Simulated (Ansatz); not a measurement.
Rows from a G0W0 calculation on BaTiO3 (Barioperovskite) (Ansatz 0.2.0; G0W0 on LDA, plane waves, PAW; PAW set soft_1; 4×4×4 mesh, 146 empty bands, screening to 100 eV, PAW set soft_1 files), in eV. Spin-orbit coupling is left out.

| row | k | band | start | Σx | Σc at the solution | Vxc |
| --- | --- | --- | --- | --- | --- | --- |
| A | Γ | c1 | 11.664 | -12.628 | -6.388 | -20.569 |
| B | (-0.500, -0.500, -0.500) | v1 | 9.843 | -25.753 | 4.825 | -20.897 |
| C | (-0.500, -0.500, -0.500) | c1 | 14.020 | -14.675 | -7.640 | -23.850 |
| D | Γ | c2 | 11.728 | -12.756 | -6.276 | -20.575 |
| E | (-0.500, -0.500, -0.500) | c2 | 14.061 | -14.701 | -7.715 | -23.955 |
| F | Γ | v1 | 9.685 | -25.973 | 4.505 | -21.453 |

**Question.** Work out each quasiparticle level and how far it moved.

The quasiparticle equation reads E = start + Σx + Σc(E) − Vxc.

| row | E (eV) | shift (eV) |
| --- | --- | --- |
| A | 13.216 | +1.552 |
| B | 9.812 | −0.031 |
| C | 15.556 | +1.536 |
| D | 13.271 | +1.543 |
| E | 15.600 | +1.538 |
| F | 9.670 | −0.015 |

The gap over the computed points goes from 1.82 eV to 3.40 eV.

Limits: not at the basis limit; no spin-orbit coupling; coarse k mesh.

[Runs of the session that timed out or met a known fault of the program may be left out.]

[Cells called generated may have been cut or substituted from an entry of the Crystallography Open Database or the Materials Project.]

[Hosts, paths, dates, database ids (printed as entryN), source tags and the programs' standing remarks are cut or masked in the printed files.]
